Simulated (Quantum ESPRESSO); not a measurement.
# SrLi (Pm-3m): from the cell to the phonon bands, part 3 of 3

How does SrLi (Pm-3m) vibrate, and is this structure a minimum?

Quantum ESPRESSO 7.5; DFT LDA, scalar-relativistic, plane waves, PseudoDojo norm-conserving pseudopotentials.

So far, highest frequency (cm⁻¹): step 7 (dispersion) 249. The relaxed cell has a = 4.106 Å (conventional setting).

The structure was built from a prototype and need not be the compound's stable phase.

## Step 8: Density of states

Sums over the zone need many more wavevectors than were solved, so the interpolation is sampled on a dense mesh.

matdyn.in

```
 &input
    asr='simple',
    flfrc='x.fc',
    dos=.true.,
    fldos='x.dos',
    nk1=11,
    nk2=11,
    nk3=11,
    deltaE=0.3,
 /
```

The run is started by

```sh
$ matdyn.x -in matdyn.in > matdyn.out
```

Numbers of over 12 decimals in the logs are rounded to 6 here.

What it wrote:

```text
[banner, memory and clock lines left out]
Program MATDYN v.7.5

 mass for atomic type   1 not given; uses mass from file x.fc
 mass for atomic type   2 not given; uses mass from file x.fc
     Message from routine matdyn:
     Z* not found in file x.fc, TO-LO splitting at q=0 will be absent!

Note: The following floating-point exceptions are signalling: IEEE_UNDERFLOW_FLAG
```

Elapsed: 2.6 s, on 1 thread of Arm Neoverse V2, shared host.

This step gave:

```
share of modes beyond 3i cm⁻¹ on the dense interpolated mesh : 0
zero-point energy per atom                                   : 26.11 meV
heat capacity at 300 K                                       : 23.78 J/(mol atoms K)
vibrational entropy at 300 K                                 : 40.13 J/(mol atoms K)
```

The phonon density of states has structure finer than the step of the table below, so its rows give means over 10 cm⁻¹, whole bins alone (the curve runs from 0 to 248 cm⁻¹). Peaks (cm⁻¹: height): total 55.5: 0.117, 79.5: 0.128, 195.0: 0.0971, 234.0: 0.0977; Li 195.0: 0.0897, 214.5: 0.0529, 234.0: 0.0954; Sr 55.5: 0.113, 79.5: 0.125.

Tetrahedra. Phonon density of states against wavenumber; means over each step; values in 1/cm⁻¹/cell:

| wavenumber (cm⁻¹) | total | Li | Sr |
| --- | --- | --- | --- |
| 10 | 6.2e-4 | 4.4e-5 | 5.8e-4 |
| 20 | 0.00362 | 2.5e-4 | 0.00337 |
| 30 | 0.00897 | 6.0e-4 | 0.00837 |
| 40 | 0.0181 | 0.00108 | 0.0170 |
| 50 | 0.0474 | 0.00205 | 0.0454 |
| 60 | 0.0704 | 0.00288 | 0.0676 |
| 70 | 0.0473 | 0.00227 | 0.0450 |
| 80 | 0.0782 | 0.00257 | 0.0756 |
| 90 | 0.0189 | 7.0e-4 | 0.0182 |
| 100 | 0.00619 | 1.2e-4 | 0.00606 |
| 110 | 0 | 0 | 0 |
| 120 | 0 | 0 | 0 |
| 130 | 0 | 0 | 0 |
| 140 | 0 | 0 | 0 |
| 150 | 0 | 0 | 0 |
| 160 | 0 | 0 | 0 |
| 170 | 0 | 0 | 0 |
| 180 | 0 | 0 | 0 |
| 190 | 0.0424 | 0.0400 | 0.00248 |
| 200 | 0.0616 | 0.0578 | 0.00376 |
| 210 | 0.0434 | 0.0414 | 0.00197 |
| 220 | 0.0429 | 0.0413 | 0.00161 |
| 230 | 0.0676 | 0.0658 | 0.00184 |
| 240 | 0.0405 | 0.0397 | 8.7e-4 |

Harmonic thermodynamic functions per atom, summed over the density of states scaled to three modes an atom; melting is ignored. Thermodynamic functions:

| T (K) | F_vib (meV/atom) | S (J/mol-atom/K) | C_V (J/mol-atom/K) |
| --- | --- | --- | --- |
| 0 | 26.11 | 0 | 0 |
| 50 | 24.82 | 7.039 | 10.33 |
| 100 | 18.62 | 16.64 | 17.48 |
| 200 | -6.47 | 30.72 | 22.47 |
| 300 | -43.47 | 40.13 | 23.78 |
| 400 | -88.8 | 47.05 | 24.27 |
| 500 | -140.5 | 52.49 | 24.51 |
| 600 | -197.3 | 56.97 | 24.64 |
| 700 | -258.3 | 60.78 | 24.72 |
| 800 | -323.1 | 64.08 | 24.77 |
| 900 | -391 | 67 | 24.81 |
| 1000 | -461.9 | 69.62 | 24.83 |

At 300 K the heat capacity has reached 95 % of the Dulong-Petit value.

## Step 9: Zone-centre analysis

A rigid shift of the crystal must cost nothing, but grids and finite bases break this; the acoustic sum rule is imposed before the matrix is diagonalised again.

dynmat.in

```
 &input
    fildyn='x.dyn1',
    asr='simple',
    fileig='dynmat.eig',
 /
```

The run is started by

```sh
$ dynmat.x -in dynmat.in > dynmat.out
```

What it wrote:

```text
[banner, memory and clock lines left out]
Program DYNMAT v.7.5

     Reading Dynamical Matrix from file x.dyn1
     ...Force constants read
     ...epsilon and Z* not read (not found on file)
     A direction for q was not specified:TO-LO splitting will be absent

     Polarizability (A^3 units)
     multiply by 1.000000 for Clausius-Mossotti correction
         0.000000    0.000000    0.000000
         0.000000    0.000000    0.000000
         0.000000    0.000000    0.000000

     IR activities are in (D/A)^2/amu units

# mode   [cm-1]    [THz]      IR
    1      0.00    0.0000    0.0000
    2      0.00    0.0000    0.0000
    3      0.00    0.0000    0.0000
    4    240.06    7.1969    0.0000
    5    240.06    7.1969    0.0000
    6    240.06    7.1969    0.0000
```

The job ended after 0.45 s (1 thread).

Unit eigenvectors of the mass-weighted matrix after the sum rule; no LO-TO term. Modes at Γ, with each element's share of the kinetic energy:

| mode | frequency (cm⁻¹) | symmetry | Li % | Sr % |
| --- | --- | --- | --- | --- |
| 1 | 0.0 | acoustic | 7 | 93 |
| 2 | 0.0 | acoustic | 7 | 93 |
| 3 | 0.0 | acoustic | 7 | 93 |
| 4 | 240.1 | T1u | 93 | 7 |
| 5 | 240.1 | T1u | 93 | 7 |
| 6 | 240.1 | T1u | 93 | 7 |

Displacements in mode 5 (240.1 cm⁻¹), the largest set to 1:
```
Li1  0.00  0.00  1.00
Sr2  0.00  0.00 -0.08
```

The rule moves no optical mode by more than 0.1 cm⁻¹.

## Step 10: Sum rules set otherwise: a sum rule for molecules or wires on a crystal

This rule also removes rotations, which suits molecules and not a crystal; it is tried to see the harm.

dynmat.in

```
 &input
    fildyn='x.dyn1',
    asr='zero-dim',
    fileig='dynmat.eig',
 /
```

The run is started by

```sh
$ dynmat.x -in dynmat.in > dynmat.out
```

What it wrote:

```text
[banner, memory and clock lines left out]
Program DYNMAT v.7.5

     Reading Dynamical Matrix from file x.dyn1
     ...Force constants read
     ...epsilon and Z* not read (not found on file)
     Acoustic Sum Rule: || Z*(ASR) - Z*(orig)|| =    0.000000E+00
     Acoustic Sum Rule: ||dyn(ASR) - dyn(orig)||=    7.935482E-02
     A direction for q was not specified:TO-LO splitting will be absent

     Polarizability (A^3 units)
     multiply by 1.000000 for Clausius-Mossotti correction
         0.000000    0.000000    0.000000
         0.000000    0.000000    0.000000
         0.000000    0.000000    0.000000

     IR activities are in (D/A)^2/amu units

# mode   [cm-1]    [THz]      IR
    1     -0.00   -0.0000    0.0000
    2     -0.00   -0.0000    0.0000
    3      0.00    0.0000    0.0000
    4      0.00    0.0000    0.0000
    5      0.00    0.0000    0.0000
    6    240.09    7.1977    0.0000
```

The job ended after 0.45 s (1 thread).

The program raised no error, yet the settings are not those of a careful run.

The fault: a sum rule for molecules or wires on a crystal; 2 optical modes are projected out to zero frequency, as if they were rotations.

For a crystal the rule has to be 'simple' or 'crystal'.

Zone-centre frequencies as printed; negative means imaginary. Modes:

| mode | frequency (cm⁻¹) |
| --- | --- |
| 1 | 0 |
| 2 | 0 |
| 3 | 0 |
| 4 | 0 |
| 5 | 0 |
| 6 | 240.1 |

## Step 11: The dispersion under another sum rule (asr crystal)

The sum rule corrects the force constants themselves, so it can shift branches at any wavevector, low ones most.

matdyn.in

```
 &input
    asr='crystal',
    flfrc='x.fc',
    flfrq='x.freq',
    flvec='x.modes',
    q_in_band_form=.true.,
    q_in_cryst_coord=.true.,
 /
8
  0.0000000   0.0000000   0.0000000   8  ! GAMMA
  0.0000000   0.5000000   0.0000000   8  ! X
  0.5000000   0.5000000   0.0000000   8  ! M
  0.0000000   0.0000000   0.0000000   8  ! GAMMA
  0.5000000   0.5000000   0.5000000   8  ! R
  0.0000000   0.5000000   0.0000000   1  ! X
  0.5000000   0.5000000   0.5000000   8  ! R
  0.5000000   0.5000000   0.0000000   1  ! M
```

The run is started by

```sh
$ matdyn.x -in matdyn.in > matdyn.out
```

What it wrote:

```text
[banner, memory and clock lines left out]
Program MATDYN v.7.5

 mass for atomic type   1 not given; uses mass from file x.fc
 mass for atomic type   2 not given; uses mass from file x.fc
 Norm of the difference between old and new effective charges:    0.000000

 Norm of the difference between old and new force-constants:   8.59928e-06

     Message from routine matdyn:
     Z* not found in file x.fc, TO-LO splitting at q=0 will be absent!
     Message from routine matdyn:
     Z* not found in file x.fc, TO-LO splitting at q=0 will be absent!

Note: The following floating-point exceptions are signalling: IEEE_UNDERFLOW_FLAG
```

It took 0.46 s on 1 thread.

At the labelled points the branches move by no more than 0.2 cm⁻¹.

## Step 12: What came out

- space group after relaxation: Pm-3m
- volume per atom: 34.6 Å³
- highest optical zone-centre mode (no LO-TO term): 240.1 cm⁻¹
- q mesh: 2×2×2
- lowest mode on the q mesh (acoustic ones at the zone centre apart): 53.6 cm⁻¹
- zero-point energy per atom: 26.1 meV
- heat capacity at 300 K: 23.8 J/(mol atoms K)
- vibrational entropy at 300 K: 40.1 J/(mol atoms K)
- imaginary modes on the q mesh: none

**Reading.** SrLi (Pm-3m) is dynamically stable on the 2×2×2 mesh; its spectrum reaches 249 cm⁻¹. At the LDA level the optical modes of SrLi (Pm-3m) at the zone centre lie at 240 cm⁻¹. These are harmonic frequencies at zero temperature: anharmonic shifts and linewidths and thermal expansion are left out. In a metal the frequencies hang on the k mesh and the smearing, most of all near Kohn anomalies. The runs are without spin polarisation, although the cell has an odd electron count or an open d or f shell, so a magnetic state was not tested. The relaxation ran at 66 Ry, under the 74 Ry recommended for these files; the stress of so short a basis can leave the cell about one per cent too small. The q mesh stands for a supercell only 8.2 Å across, so branches between the solved wavevectors are rough. The structure is a hypothetical one, built on a prototype.

[Host names and launcher messages were left out of these logs when they were recorded.]

[Logs are printed without paths, hosts, clocks, repeated set-up lines and the standing remarks that a program may print on its own settings, such as how far it seeks lower states.]

[Hosts, paths, dates, database ids (printed as entryN), source tags and the programs' standing remarks are cut or masked in the printed files.]
